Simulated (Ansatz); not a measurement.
## A hypothetical structure for CuGe

Starting from a made-up structure for CuGe, the aim is the relaxed cell, its shortest contacts and, where a second run follows, its electronic structure.

Method: DFT, PBEsol, plane-wave PAW, files of the set soft_1, scalar-relativistic, ferromagnetic start, cell and ions relaxed at zero pressure; PAW set soft_1, in the first sound run; inputs show where later runs differ, in Ansatz 0.2.0.

## (1) Set-up

It takes space group Pm-3m (No. 221, cubic). Conventional cell: a = 3.142 Å, b = 3.142 Å, c = 3.142 Å, α = 90.00°, β = 90.00°, γ = 90.00°. Nearest to Ge lie 8 Cu at 2.72 Å. Cu has 8 Ge at 2.72 Å nearest. Farther neighbours are not listed.

## (2) Relaxation of the guess

The guessed cell has no reason to be at equilibrium. It is relaxed with the atoms, within the space group of the guess.

File input.yaml:

```yaml
crystal:
  lattice:
    - [3.142, 0.0, 0.0]
    - [0.0, 3.142, 0.0]
    - [0.0, 0.0, 3.142]
  atoms:
    - { symbol: Ge, position: [0.5, 0.5, 0.5] }
    - { symbol: Cu, position: [0.0, 0.0, 0.0], spin: 0.6 }
magnetization:
  spin_polarized: true
kpoints:
  mp_grid: { grid: [8, 8, 8] }
scf:
  occupations: { method: fermi_dirac, width: 0.05 }
hamiltonian:
  xc: pbesol
  pseudopotentials: { kind: paw, azcp: { folder: soft_1 }, xc_functional: pbe }
relax:
  f_tol: 0.015
  max_steps: 70
  cell: {}
output:
  forces: true
  stress: true
```

The run is started by

```
$ ansatz run input.yaml --threads 4 --pin off --max-ram 8192MiB --backend cpu --events-out ev --progress --plain --runs-dir out
```

Numbers of over 12 decimals in the logs are rounded to 6 here.

Log:

```text
Engine: ansatz 0.2.0, aarch64-unknown-linux-gnu
Pseudopotentials: kind: paw
Pseudopotential: Ge, paw, valence charge 14, recommended cutoff 420 eV (normal), soft_1/Ge.paw.azcp
Pseudopotential: Cu, paw, valence charge 19, recommended cutoff 420 eV (normal), soft_1/Cu.paw.azcp
Functional definition: PBEsol
  exchange = pbesol_x
  correlation = pbesol_c
Crystal: 2 atoms, lattice volume = 31.018 Å³
Basis set: ecut = 420 eV, 619 PW (Γ), exchange–correlation on 48×48×48 points (8 copies of the dense FFT grid, shifted against one another)
Bands: 21, of which v1, the nominal top of the filled ones, is band 17 counted from 1 (16 counted from 0)
Symmetry: 48 space group operations
Space group: Pm-3m (ITA 221), of the structure as read, at distance tolerance 3.1e-5 Å
Magnetic group: BNS 221.92 (UNI 1594), of the structure as read, at distance tolerance 3.1e-5 Å
k-points: 35 of 512
Non-local potential: Ge, projectors of the file, l = 0: 2, l = 1: 2, l = 2: 3, l = 3: 1
Non-local potential: Cu, projectors of the file, l = 0: 3, l = 1: 2, l = 2: 3, l = 3: 1
PAW form: soft (Blöchl's): semilocal exchange-correlation on the pseudo side does not see the compensation charge
PAW frozen core: Ge, regenerated for the run's functional, and the local potential with it (the file was generated under x = pbe(κ = 0.804, μ = 0.219515), c = pbe(β = 0.066725))
PAW frozen core: Cu, regenerated for the run's functional, and the local potential with it (the file was generated under x = pbe(κ = 0.804, μ = 0.219515), c = pbe(β = 0.066725))
PAW one-centre angular grid: Ge, 590 points (default); XC on 64 Gauss nodes
PAW one-centre angular grid: Cu, 590 points (default); XC on 64 Gauss nodes
Initial density: superposition of atomic densities (chi_scale 0.1, normalization cell)
Starting moments: Σ|m| = 0.6 μB on 1 of 2 sites
Initial wavefunctions: pseudopotential atomic-orbital guess
Functional: x = pbesol(κ = 0.804, μ = 0.123457), c = pbesol(β = 0.046)
SCF iter   1: F=—  HF=-10843.306149 eV  |F-HF|=—  |Δ(HF+E_count)|=         —  Δρ=1.58e-1 (↑1.58e-1 ↓9.43e-2)  dr2=1.40e1  dr2_m=3.06e-1  M=0.203 μB ∫|m|=0.253 μB  β_m=0.30  ethr=3.10e-3  ⟨swp⟩=4.7  Hψ=5820  notcnv=0
preconditioner: auto → none  [metal: Δε(μ)=0.023 eV  Ē_g=17.252 eV  σ=0.050 eV  W_gap=0.11  n_scr=6 (ndim 8)  ℏωp=33.3 eV  f_vac=0.000  D(μ)=0.96/eV (n_scr^D=6)  sad-step TF]
SCF iter   2: F=—  HF=-10842.206165 eV  |F-HF|=—  |Δ(HF+E_count)|=    1.10e0  Δρ=6.48e-2 (↑1.98e-2 ↓6.48e-2)  dr2=3.58e-1  dr2_m=4.06e-1  M=0.108 μB ∫|m|=0.109 μB  β_m=0.30  ethr=3.10e-3  ⟨swp⟩=2.3  Hψ=3525  notcnv=0  defer=16
SCF iter   3: F=—  HF=-10841.858754 eV  |F-HF|=—  |Δ(HF+E_count)|=   3.47e-1  Δρ=3.60e-2 (↑3.60e-2 ↓1.88e-2)  dr2=1.99e-1  dr2_m=1.95e-1  M=0.111 μB ∫|m|=0.112 μB  β_m=0.30  ethr=1.08e-3  ⟨swp⟩=2.0  Hψ=3452  notcnv=0  defer=16
SCF iter   4: F=—  HF=-10841.784701 eV  |F-HF|=—  |Δ(HF+E_count)|=   7.41e-2  Δρ=2.35e-2 (↑2.35e-2 ↓1.84e-2)  dr2=1.54e-2  dr2_m=1.23e-1  M=0.088 μB ∫|m|=0.089 μB  β_m=0.30  ethr=6.04e-4  ⟨swp⟩=2.0  Hψ=2393  notcnv=0  defer=16
SCF iter   5: F=—  HF=-10841.806689 eV  |F-HF|=—  |Δ(HF+E_count)|=   2.20e-2  Δρ=2.54e-2 (↑7.89e-3 ↓2.54e-2)  dr2=6.04e-2  dr2_m=7.75e-2  M=0.069 μB ∫|m|=0.070 μB  β_m=0.30  ethr=4.68e-5  ⟨swp⟩=2.0  Hψ=2402  notcnv=0  defer=16
SCF iter   6: F=—  HF=-10841.816511 eV  |F-HF|=—  |Δ(HF+E_count)|=   9.82e-3  Δρ=1.87e-2 (↑6.48e-3 ↓1.87e-2)  dr2=3.16e-2  dr2_m=4.47e-2  M=0.057 μB ∫|m|=0.058 μB  β_m=0.30  ethr=4.68e-5  ⟨swp⟩=2.2  Hψ=2348  notcnv=0  defer=16
Mixer restart at iter 6: flushing history
spin-set hold released at iteration 6 (site moments contracting): the magnetisation degrees of freedom join the quasi-Newton model from the next iteration; the mixer history was flushed
SCF iter   7: F=—  HF=-10841.817317 eV  |F-HF|=—  |Δ(HF+E_count)|=   8.06e-4  Δρ=1.23e-2 (↑1.23e-2 ↓6.48e-3)  dr2=7.50e-3  dr2_m=2.49e-2  M=0.048 μB ∫|m|=0.049 μB  β_m=0.38  ethr=4.68e-5  ⟨swp⟩=2.0  Hψ=2200  notcnv=0  defer=16
SCF iter   8: F=—  HF=-10841.820181 eV  |F-HF|=—  |Δ(HF+E_count)|=   2.86e-3  Δρ=1.27e-2 (↑1.49e-3 ↓1.27e-2)  dr2=2.69e-2  dr2_m=1.33e-2  M=0.037 μB ∫|m|=0.038 μB  β_m=0.26  ethr=2.27e-5  ⟨swp⟩=2.0  Hψ=3280  notcnv=0  defer=16
SCF iter   9: F=—  HF=-10841.817389 eV  |F-HF|=—  |Δ(HF+E_count)|=   2.79e-3  Δρ=3.48e-3 (↑3.48e-3 ↓3.38e-3)  dr2=2.17e-5  dr2_m=3.34e-3  M=0.023 μB ∫|m|=0.024 μB  β_m=0.55  ethr=2.27e-5  ⟨swp⟩=2.0  Hψ=2310  notcnv=0  defer=20
SCF iter  10: F=—  HF=-10841.817828 eV  |F-HF|=—  |Δ(HF+E_count)|=   4.39e-4  Δρ=3.12e-4 (↑1.93e-4 ↓3.12e-4)  dr2=3.62e-5  dr2_m=5.32e-6  M=0.005 μB ∫|m|=0.005 μB  β_m=0.57  ethr=6.58e-8  ⟨swp⟩=2.0  Hψ=2663  notcnv=0  defer=20
SCF iter  11: F=—  HF=-10841.817828 eV  |F-HF|=—  |Δ(HF+E_count)|=   5.87e-7  Δρ=7.36e-5 (↑7.36e-5 ↓6.46e-5)  dr2=3.35e-7  dr2_m=1.27e-6  M=0.003 μB ∫|m|=0.003 μB  β_m=0.61  ethr=6.58e-8  ⟨swp⟩=2.0  Hψ=2254  notcnv=0  defer=20
SCF iter  12: F=—  HF=-10841.817830 eV  |F-HF|=—  |Δ(HF+E_count)|=   1.96e-6  Δρ=4.30e-5 (↑4.30e-5 ↓4.13e-5)  dr2=2.73e-8  dr2_m=4.98e-7  M=0.002 μB ∫|m|=0.002 μB  β_m=0.73  ethr=3.03e-10  ⟨swp⟩=4.0  Hψ=4625  notcnv=0
SCF iter  13: F=—  HF=-10841.817832 eV  |F-HF|=—  |Δ(HF+E_count)|=   1.18e-6  Δρ=1.45e-5 (↑1.33e-5 ↓1.45e-5)  dr2=1.17e-8  dr2_m=5.24e-8  M=0.001 μB ∫|m|=0.001 μB  β_m=0.86  ethr=8.29e-11  ⟨swp⟩=3.9  Hψ=4229  notcnv=0
SCF iter  14: F=—  HF=-10841.817832 eV  |F-HF|=—  |Δ(HF+E_count)|=   1.24e-7  Δρ=2.37e-6 (↑2.37e-6 ↓2.24e-6)  dr2=1.35e-9  dr2_m=1.26e-9  M=0.000 μB ∫|m|=0.000 μB  β_m=0.93  ethr=3.54e-11  ⟨swp⟩=3.1  Hψ=3752  notcnv=0
SCF iter  15: F=-10841.817832 eV  HF=-10841.817832 eV  |F-HF|=1.27e-11  |Δ(HF+E_count)|=   3.23e-9  Δρ=2.55e-7 (↑2.55e-7 ↓1.07e-7)  dr2=1.47e-11  dr2_m=6.63e-12  M=0.000 μB ∫|m|=0.000 μB  ethr=4.08e-12  ⟨swp⟩=2.5  Hψ=3028  notcnv=0
WARN: the starting moments were not kept: the SCF closed with an absolute magnetisation of 2.1e-6 μB, where they sum to 0.6 μB in size (1 site). That is at most 0.1 of that sum. Measured as dr2_m measures the in/out step, that magnetisation stands 1.4e-12 eV from none, at or under the dr2_threshold of 1.0e-7 eV: it is no larger than a step whose dr2_m would equal this threshold. The system may hold no moment; this SC [...]
SCF 1 converged in 15 iterations: F = -10841.817832 eV  dr2 = 1.47e-11
  greatest PAW one-centre occupation: 1.000 electrons in one spin orbital (limit 2), on the Cu atom at site 1 (counted from 0), in its partial waves of l = 0
relax step   1: F+E_penalty+E_count = -10841.81783168 eV  Δ(F+E_penalty+E_count) = +0.000e0 eV  max|allowed force component| = 8.677e-30 eV/Å  Δτ_max = 0.0000 Å  P = -6.145 GPa  Ω = 31.018 Å³  (15 SCF iters, dr2 threshold 1.00e-7 eV, accepted)
Crystal: 2 atoms, lattice volume = 28.914 Å³
Basis set: ecut = 420 eV, 587 PW (Γ), exchange–correlation on 48×48×48 points (8 copies of the dense FFT grid, shifted against one another)
Initial density: handed on by an earlier stage of this run
Starting moments: Σ|m| = 0.6 μB on 1 of 2 sites; this step starts from the density that it was given
Initial wavefunctions: those handed on with the density
iter 1 solved again at ethr=3.29e-4 eV; its pass at ethr=3.10e-3 eV (dr2=1.09e-1 eV) is discarded
SCF iter   1: F=—  HF=-10841.876670 eV  |F-HF|=—  |Δ(HF+E_count)|=         —  Δρ=1.32e-2 (↑1.32e-2 ↓9.47e-3)  dr2=1.09e-1  dr2_m=1.47e-3  M=0.006 μB ∫|m|=0.006 μB  β_m=0.30  ethr=3.29e-4  ⟨swp⟩=1.0  Hψ=7610  notcnv=0
preconditioner: auto → none  [metal: Δε(μ)=0.133 eV  Ē_g=18.265 eV  σ=0.050 eV  W_gap=0.46  n_scr=6 (ndim 8)  ℏωp=34.5 eV  f_vac=0.000  D(μ)=2.09/eV (n_scr^D=26)]
SCF iter   2: F=—  HF=-10841.872793 eV  |F-HF|=—  |Δ(HF+E_count)|=   3.88e-3  Δρ=1.09e-2 (↑8.34e-3 ↓1.09e-2)  dr2=6.07e-2  dr2_m=7.88e-4  M=0.004 μB ∫|m|=0.004 μB  β_m=0.24  ethr=3.29e-4  ⟨swp⟩=2.1  Hψ=2232  notcnv=0
SCF iter   3: F=—  HF=-10841.860345 eV  |F-HF|=—  |Δ(HF+E_count)|=   1.24e-2  Δρ=1.92e-3 (↑1.92e-3 ↓1.57e-3)  dr2=4.34e-4  dr2_m=6.33e-4  M=0.004 μB ∫|m|=0.004 μB  β_m=0.40  ethr=1.84e-4  ⟨swp⟩=2.1  Hψ=2496  notcnv=0  defer=16
SCF iter   4: F=—  HF=-10841.860555 eV  |F-HF|=—  |Δ(HF+E_count)|=   2.10e-4  Δρ=6.96e-4 (↑6.96e-4 ↓5.13e-4)  dr2=3.98e-5  dr2_m=7.97e-5  M=0.002 μB ∫|m|=0.002 μB  β_m=0.70  ethr=1.32e-6  ⟨swp⟩=2.0  Hψ=2608  notcnv=0  defer=16
SCF iter   5: F=—  HF=-10841.860738 eV  |F-HF|=—  |Δ(HF+E_count)|=   1.83e-4  Δρ=8.03e-4 (↑7.02e-4 ↓8.03e-4)  dr2=4.40e-4  dr2_m=1.10e-6  M=0.001 μB ∫|m|=0.001 μB  β_m=0.70  ethr=1.21e-7  ⟨swp⟩=2.4  Hψ=2592  notcnv=0  defer=16
SCF iter   6: F=—  HF=-10841.860677 eV  |F-HF|=—  |Δ(HF+E_count)|=   6.12e-5  Δρ=1.22e-4 (↑1.01e-4 ↓1.22e-4)  dr2=9.03e-6  dr2_m=4.52e-8  M=0.000 μB ∫|m|=0.000 μB  β_m=0.66  ethr=1.21e-7  ⟨swp⟩=2.0  Hψ=1949  notcnv=0  defer=16
iter 7 did not close the SCF: its close was put off for a magnetic moment that had not settled (scf_convergence_deferred on its scf_iter line)
SCF iter   7: F=-10841.860675 eV  HF=-10841.860675 eV  |F-HF|=6.39e-8  |Δ(HF+E_count)|=   1.59e-6  Δρ=1.07e-5 (↑6.79e-6 ↓1.07e-5)  dr2=2.72e-8  dr2_m=1.54e-8  M=0.000 μB ∫|m|=0.000 μB  β_m=0.60  ethr=6.06e-10  ⟨swp⟩=2.5  Hψ=5165  notcnv=0
iter 8 did not close the SCF: its close was put off for a magnetic moment that had not settled (scf_convergence_deferred on its scf_iter line)
SCF iter   8: F=-10841.860675 eV  HF=-10841.860675 eV  |F-HF|=4.81e-9  |Δ(HF+E_count)|=   1.85e-8  Δρ=5.44e-6 (↑5.44e-6 ↓3.91e-6)  dr2=1.42e-9  dr2_m=5.34e-9  M=0.000 μB ∫|m|=0.000 μB  β_m=0.80  ethr=8.24e-11  ⟨swp⟩=1.2  Hψ=4067  notcnv=0
iter 9 did not close the SCF: its close was put off for a magnetic moment that had not settled (scf_convergence_deferred on its scf_iter line)
SCF iter   9: F=-10841.860675 eV  HF=-10841.860675 eV  |F-HF|=2.18e-11  |Δ(HF+E_count)|=   7.79e-9  Δρ=9.77e-7 (↑9.77e-7 ↓6.35e-7)  dr2=4.01e-11  dr2_m=1.57e-10  M=0.000 μB ∫|m|=0.000 μB  β_m=0.90  ethr=4.30e-12  ⟨swp⟩=1.0  Hψ=4066  notcnv=0
SCF iter  10: F=-10841.860675 eV  HF=-10841.860675 eV  |F-HF|=3.64e-12  |Δ(HF+E_count)|=  1.89e-10  Δρ=1.71e-7 (↑8.83e-8 ↓1.71e-7)  dr2=3.38e-12  dr2_m=3.41e-12  M=0.000 μB ∫|m|=0.000 μB  ethr=1.00e-12  ⟨swp⟩=1.0  Hψ=3957  notcnv=0
the starting moments were not kept: the SCF closed with an absolute magnetisation of 3.8e-6 μB, where they sum to 0.6 μB in size (1 site). That is at most 0.1 of that sum. Measured as dr2_m measures the in/out step, that magnetisation stands 3.3e-12 eV from none, at or under the dr2_threshold of 2.0e-7 eV: it is no larger than a step whose dr2_m would equal this threshold.
SCF 2 converged in 10 iterations: F = -10841.860675 eV  dr2 = 3.38e-12
relax step   2: F+E_penalty+E_count = -10841.86067519 eV  Δ(F+E_penalty+E_count) = -4.284e-2 eV  max|allowed force component| = 8.217e-31 eV/Å  Δτ_max = 0.0000 Å  P = +0.219 GPa  Ω = 28.914 Å³  energy of the carried Pulay correction = +9.890e-4 eV  (10 SCF iters, dr2 threshold 2.00e-7 eV, accepted)
Crystal: 2 atoms, lattice volume = 28.981 Å³
iter 1 solved again at ethr=3.48e-7 eV; its pass at ethr=3.10e-3 eV (dr2=1.15e-4 eV) is discarded
SCF iter   1: F=—  HF=-10841.860700 eV  |F-HF|=—  |Δ(HF+E_count)|=         —  Δρ=4.42e-4 (↑4.42e-4 ↓3.12e-4)  dr2=1.21e-4  dr2_m=1.74e-6  M=-0.000 μB ∫|m|=0.000 μB  β_m=0.30  ethr=3.48e-7  ⟨swp⟩=1.1  Hψ=6132  notcnv=0
preconditioner: auto → none  [metal: Δε(μ)=0.029 eV  Ē_g=18.310 eV  σ=0.050 eV  W_gap=0.14  n_scr=6 (ndim 8)  ℏωp=34.5 eV  f_vac=0.000  D(μ)=1.90/eV (n_scr^D=18)]
SCF iter   2: F=—  HF=-10841.860694 eV  |F-HF|=—  |Δ(HF+E_count)|=   6.05e-6  Δρ=3.58e-4 (↑2.76e-4 ↓3.58e-4)  dr2=6.58e-5  dr2_m=8.69e-7  M=-0.000 μB ∫|m|=0.000 μB  β_m=0.24  ethr=3.48e-7  ⟨swp⟩=2.0  Hψ=1910  notcnv=0
SCF iter   3: F=—  HF=-10841.860681 eV  |F-HF|=—  |Δ(HF+E_count)|=   1.30e-5  Δρ=7.11e-5 (↑7.11e-5 ↓4.48e-5)  dr2=7.73e-7  dr2_m=7.18e-7  M=-0.000 μB ∫|m|=0.000 μB  β_m=0.40  ethr=1.99e-7  ⟨swp⟩=2.0  Hψ=1814  notcnv=0
SCF iter   4: F=—  HF=-10841.860682 eV  |F-HF|=—  |Δ(HF+E_count)|=   2.06e-7  Δρ=2.94e-5 (↑1.83e-5 ↓2.94e-5)  dr2=1.17e-7  dr2_m=7.99e-8  M=-0.000 μB ∫|m|=0.000 μB  β_m=0.70  ethr=3.63e-10  ⟨swp⟩=3.8  Hψ=4276  notcnv=0
iter 5 did not close the SCF: its close was put off for a magnetic moment that had not settled (scf_convergence_deferred on its scf_iter line)
SCF iter   5: F=-10841.860682 eV  HF=-10841.860682 eV  |F-HF|=1.36e-8  |Δ(HF+E_count)|=   1.57e-7  Δρ=8.19e-6 (↑4.99e-6 ↓8.19e-6)  dr2=2.91e-8  dr2_m=2.04e-9  M=-0.000 μB ∫|m|=0.000 μB  β_m=0.70  ethr=3.55e-10  ⟨swp⟩=3.0  Hψ=4059  notcnv=0
SCF iter   6: F=-10841.860682 eV  HF=-10841.860682 eV  |F-HF|=6.08e-10  |Δ(HF+E_count)|=  1.31e-10  Δρ=6.39e-7 (↑5.86e-7 ↓6.39e-7)  dr2=1.52e-10  dr2_m=3.45e-11  M=-0.000 μB ∫|m|=0.000 μB  ethr=8.81e-11  ⟨swp⟩=1.9  Hψ=4052  notcnv=0
the starting moments were not kept: the SCF closed with an absolute magnetisation of 1.1e-5 μB, where they sum to 0.6 μB in size (1 site). That is at most 0.1 of that sum. Measured as dr2_m measures the in/out step, that magnetisation stands 2.5e-11 eV from none, at or under the dr2_threshold of 1.2e-7 eV: it is no larger than a step whose dr2_m would equal this threshold.
SCF 3 converged in 6 iterations: F = -10841.860682 eV  dr2 = 1.52e-10
relax step   3: F+E_penalty+E_count = -10841.86068175 eV  Δ(F+E_penalty+E_count) = -6.562e-6 eV  max|allowed force component| = 1.989e-30 eV/Å  Δτ_max = 0.0000 Å  P = -0.032 GPa  Ω = 28.981 Å³  energy of the carried Pulay correction = +9.561e-4 eV  (6 SCF iters, dr2 threshold 1.20e-7 eV, accepted)
Initial wavefunctions: pseudopotential atomic-orbital guess (no wavefunctions were taken with the density)
iter 1 solved again at ethr=2.94e-9 eV; its pass at ethr=3.10e-3 eV (dr2=9.70e-7 eV) is discarded
SCF iter   1: F=—  HF=-10841.859664 eV  |F-HF|=—  |Δ(HF+E_count)|=         —  Δρ=4.69e-5 (↑4.66e-5 ↓4.69e-5)  dr2=8.74e-7  dr2_m=3.50e-11  M=-0.000 μB ∫|m|=0.000 μB  β_m=0.30  ethr=2.94e-9  ⟨swp⟩=3.5  Hψ=10047  notcnv=0
preconditioner: auto → none  [metal: Δε(μ)=0.027 eV  Ē_g=18.307 eV  σ=0.050 eV  W_gap=0.14  n_scr=6 (ndim 8)  ℏωp=34.5 eV  f_vac=0.000  D(μ)=1.91/eV (n_scr^D=18)]
SCF iter   2: F=—  HF=-10841.859664 eV  |F-HF|=—  |Δ(HF+E_count)|=   1.92e-7  Δρ=1.33e-4 (↑1.33e-4 ↓1.33e-4)  dr2=1.15e-5  dr2_m=2.42e-11  M=-0.000 μB ∫|m|=0.000 μB  β_m=0.54  ethr=2.65e-9  ⟨swp⟩=2.0  Hψ=2624  notcnv=0
SCF iter   3: F=—  HF=-10841.859669 eV  |F-HF|=—  |Δ(HF+E_count)|=   5.62e-6  Δρ=1.76e-4 (↑1.76e-4 ↓1.76e-4)  dr2=2.48e-5  dr2_m=1.13e-11  M=-0.000 μB ∫|m|=0.000 μB  β_m=0.46  ethr=2.65e-9  ⟨swp⟩=2.2  Hψ=2646  notcnv=0
SCF iter   4: F=—  HF=-10841.859664 eV  |F-HF|=—  |Δ(HF+E_count)|=   5.45e-6  Δρ=1.12e-5 (↑1.11e-5 ↓1.12e-5)  dr2=5.92e-8  dr2_m=4.47e-12  M=-0.000 μB ∫|m|=0.000 μB  β_m=0.47  ethr=2.65e-9  ⟨swp⟩=2.0  Hψ=2632  notcnv=0
SCF iter   5: F=—  HF=-10841.859664 eV  |F-HF|=—  |Δ(HF+E_count)|=   2.57e-9  Δρ=2.33e-6 (↑2.25e-6 ↓2.33e-6)  dr2=2.27e-9  dr2_m=2.15e-12  M=-0.000 μB ∫|m|=0.000 μB  β_m=0.56  ethr=1.79e-10  ⟨swp⟩=2.5  Hψ=2359  notcnv=0
SCF iter   6: F=—  HF=-10841.859664 eV  |F-HF|=—  |Δ(HF+E_count)|=  6.35e-10  Δρ=3.34e-7 (↑3.23e-7 ↓3.34e-7)  dr2=6.41e-11  dr2_m=7.42e-13  M=-0.000 μB ∫|m|=0.000 μB  β_m=0.70  ethr=6.88e-12  ⟨swp⟩=2.1  Hψ=2498  notcnv=0
SCF iter   7: F=-10841.859664 eV  HF=-10841.859664 eV  |F-HF|=1.82e-12  |Δ(HF+E_count)|=  2.18e-11  Δρ=3.51e-8 (↑2.42e-8 ↓3.51e-8)  dr2=1.13e-13  dr2_m=1.62e-13  M=-0.000 μB ∫|m|=0.000 μB  ethr=1.00e-12  ⟨swp⟩=4.1  Hψ=5079  notcnv=0
the starting moments were not kept: the SCF closed with an absolute magnetisation of 7.5e-7 μB, where they sum to 0.6 μB in size (1 site). That is at most 0.1 of that sum. Measured as dr2_m measures the in/out step, that magnetisation stands 1.1e-13 eV from none, at or under the dr2_threshold of 2.0e-11 eV: it is no larger than a step whose dr2_m would equal this threshold.
SCF 4 converged in 7 iterations: F = -10841.859664 eV  dr2 = 1.13e-13
relax step   4: F+E_penalty+E_count = -10841.85966394 eV  Δ(F+E_penalty+E_count) = +1.018e-3 eV  max|allowed force component| = 1.019e-30 eV/Å  Δτ_max = 0.0000 Å  P = -0.023 GPa  Ω = 28.981 Å³  stress off target by 2.27e-2 GPa  SCF on the basis re-selected at this cell (its energy is not comparable with the rows above)  (7 SCF iters)
basis re-selected at this cell: Δ(F+E_penalty+E_count) = +1.018e-3 eV, ΔP = +0.009 GPa vs the last step (what re-selecting the basis moved, of the pressure what is left beyond the Pulay correction that the steps carried, after the strain that the cell walked since its last selection, with what the two solves' SCF thresholds leave and, on support functions, any second-order correction that the steps lacked; it is no m [...]
SCF converged after 7 iterations
Magnetization: -0.0000 μB (16.5000 up, 16.5000 down)
Absolute magnetization: 0.0000 μB (∫|ρ↑−ρ↓|, with the PAW one-centre terms)
Spin contamination: 0.0000 ħ² per cell (⟨S²⟩ above its minimum at these occupations)
Per-site moments (μB) at R_I (Å): [(-2.804913658454005e-7, 1.097303), (-2.079212932914328e-7, 1.097303)]
Free energy (F): -10841.859664 eV
Harris-Foulkes:  -10841.859664 eV  (|F-HF|=1.82e-12)
Internal energy: -10841.845490 eV  (E = F + TS)
E sigma→0 (E₀):  -10841.852577 eV
Entropy (-TS):   -0.014174 eV (-7.087 meV/atom)
Fermi energy:    14.281115 eV
--- Per-component energies (eV) ---
  E_band       = -486.843884
  E_kinetic    = 354.463920
  E_local      = -6660.011485  (includes V_loc(G=0)·N_el)
  E_nonlocal   = 1111.583018
  E_hartree    = 2945.418088
  E_xc         = -140.349716
  E_vxc        = -154.762482  (∫ρ·V_xc dr)
  E_paw        = -3749.741192  (= ΣΔE_a)
  E_vpaw       = -1028.954056  (= ΣTr[D̂ρ^β])
  E_aug_tail   = 0.001000  (compensation charges beyond the density's cutoff)
  E_ewald      = -4704.333263
  E_core_change = 1.124140  (= ΣΔE_core)
  E_smearing   = -0.014174  (= −TS)
  E_closure    = -0.000000  (closes the sum)
  Σ components = -10841.859664   (vs F -10841.859664, Δ=0.00e0)
--- Forces (eV/Å), atoms counted from 1 ---
  atom   1  Ge     0.00000000     0.00000000    -0.00000000
  atom   2  Cu    -0.00000000     0.00000000     0.00000000
  max |Σ_I F_I| component: 2.17e-30 eV/Å
--- Stress (GPa, compression-positive) ---
       -0.022690       0.000000       0.000000
        0.000000      -0.022690       0.000000
        0.000000       0.000000      -0.022690
  P = ⅓ Tr σ = -0.0227 GPa (-0.227 kbar)
--- Relaxed structure (3 steps of the walk, 3 accepted, 1 SCFs on fresh bases) ---
  F+E_penalty+E_count = -10841.85966394 eV   max|allowed force component| = 1.019e-30 eV/Å   (the final SCF, on the basis selected at the relaxed cell)
  cell:  # Å, volume = 28.9812 Å³
    - [3.071653, 0, 0]
    - [0, 3.071653, 0]
    - [0, 0, 3.071653]
  atoms:
    - { symbol: Ge, position: [0.5, 0.5, 0.5] }
    - { symbol: Cu, position: [0, 0, 0] }
```

Elapsed: 4.1 s, on 4 threads of Arm Neoverse V1, shared host; peak memory 0.34 GiB.

(Part 1 of 2 ends here.)

[Logs are printed without paths, hosts, clocks, repeated set-up lines and the standing remarks that a program may print on its own settings, such as how far it seeks lower states.]

[Hosts, paths, dates, database ids (printed as entryN), source tags and the programs' standing remarks are cut or masked in the printed files.]
